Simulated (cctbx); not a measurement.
**Lattice, Laue class and space group of a new crystal**

Cell: a = 7.8130 Å, b = 4.8400 Å, c = 8.0770 Å, α = 90.00°, β = 90.00°, γ = 90.00°. Expected content of the cell: Hf4 Sn4 Sr4.

The data are simulated with cctbx, not measured: Mo Kα, λ = 0.71073 Å, to d = 0.77 Å, 50 % of the full sphere, strongest reflection 40000 counts, noise from counting, a 2 % proportional error and a noise floor of 8 counts (s.d.); no absorption.

Tests on the unmerged data give:

```text
1409 reflections to d = 0.770 A
centring   violations  <I/sigma> of those
    A        587 of   722     20.6
    B        560 of   705     19.8
    C        569 of   691     20.1
    I        563 of   712     16.8
    R        780 of   939     20.7
    F        858 of  1059     20.2
Laue class    unique    Rint  (classes that these axes allow; Friedel mates merged)
P -1             1044   0.016
P 1 2/m 1         700   0.019
P 1 1 2/m         690   0.018
P 2/m 1 1         692   0.018
P m m m           431   0.020
space group    extra absences  I>4sigma  <I/sigma>
P 2 2 2                 0          0         -  acentric
P 2 2 21                4          0       0.1  acentric
P 21 2 2                5          0      -0.2  acentric
P 2 21 2                1          0      -0.5  acentric
P 21 21 2               6          0      -0.3  acentric
P 2 21 21               5          0      -0.0  acentric
P 21 2 21               9          0      -0.1  acentric
P 21 21 21             10          0      -0.1  acentric
P m m 2                 0          0         -  acentric
P 2 m m                 0          0         -  acentric
P m 2 m                 0          0         -  acentric
P 21 m a               56          0       0.0  acentric
P m 2 a                56          0       0.0  acentric
P n m 21               57          0      -0.1  acentric
P n 21 m               57          0      -0.1  acentric
P n 21 a              113          0      -0.0  acentric
P m m m                 0          0         -  centric
P m m a                56          0       0.0  centric
P n m m :1             57          0      -0.1  centric
P n m m :2             57          0      -0.1  centric
P n m a               113          0      -0.0  centric
Wilson B = 0.89 A^2   <|E^2-1|> = 0.849 (0.968 centric, 0.736 acentric)   E^2>4: 2.2 %
shell (A)         n   <I/sigma>
 8.08 - 1.54     61     34.6
 1.54 - 1.22     58     37.2
 1.22 - 1.07     57     33.9
 1.07 - 0.97     46     31.1
 0.97 - 0.90     60     33.0
 0.90 - 0.85     52     31.2
 0.85 - 0.81     43     32.3
 0.81 - 0.77     54     24.7
```

Q: Read the symmetry from these tables.

Every centring test has many violations, so the lattice is primitive.

Rint stays low (0.016 to 0.020) up to P m m m, the highest class in these axes.

21 settings pass the absence test. The most absences obeyed, 113, belong to P n 21 a and P n m a, which absences can't tell apart.

⟨|E²−1|⟩ = 0.849 lies between the two ideal values. The Wilson B of 0.89 Å² means U ≈ 0.0113 Å².

The true group is Pnma (no. 62), Laue class mmm, centrosymmetric. The tables only narrow the choice to the tied entries; cell content, site symmetry and trial solutions must settle it.

The model is made up (kin elements in a known structure type, no relaxation), so it says nothing on whether the phase exists.

[Logs are printed without paths, hosts, clocks, repeated set-up lines and the standing remarks that a program may print on its own settings, such as how far it seeks lower states.]
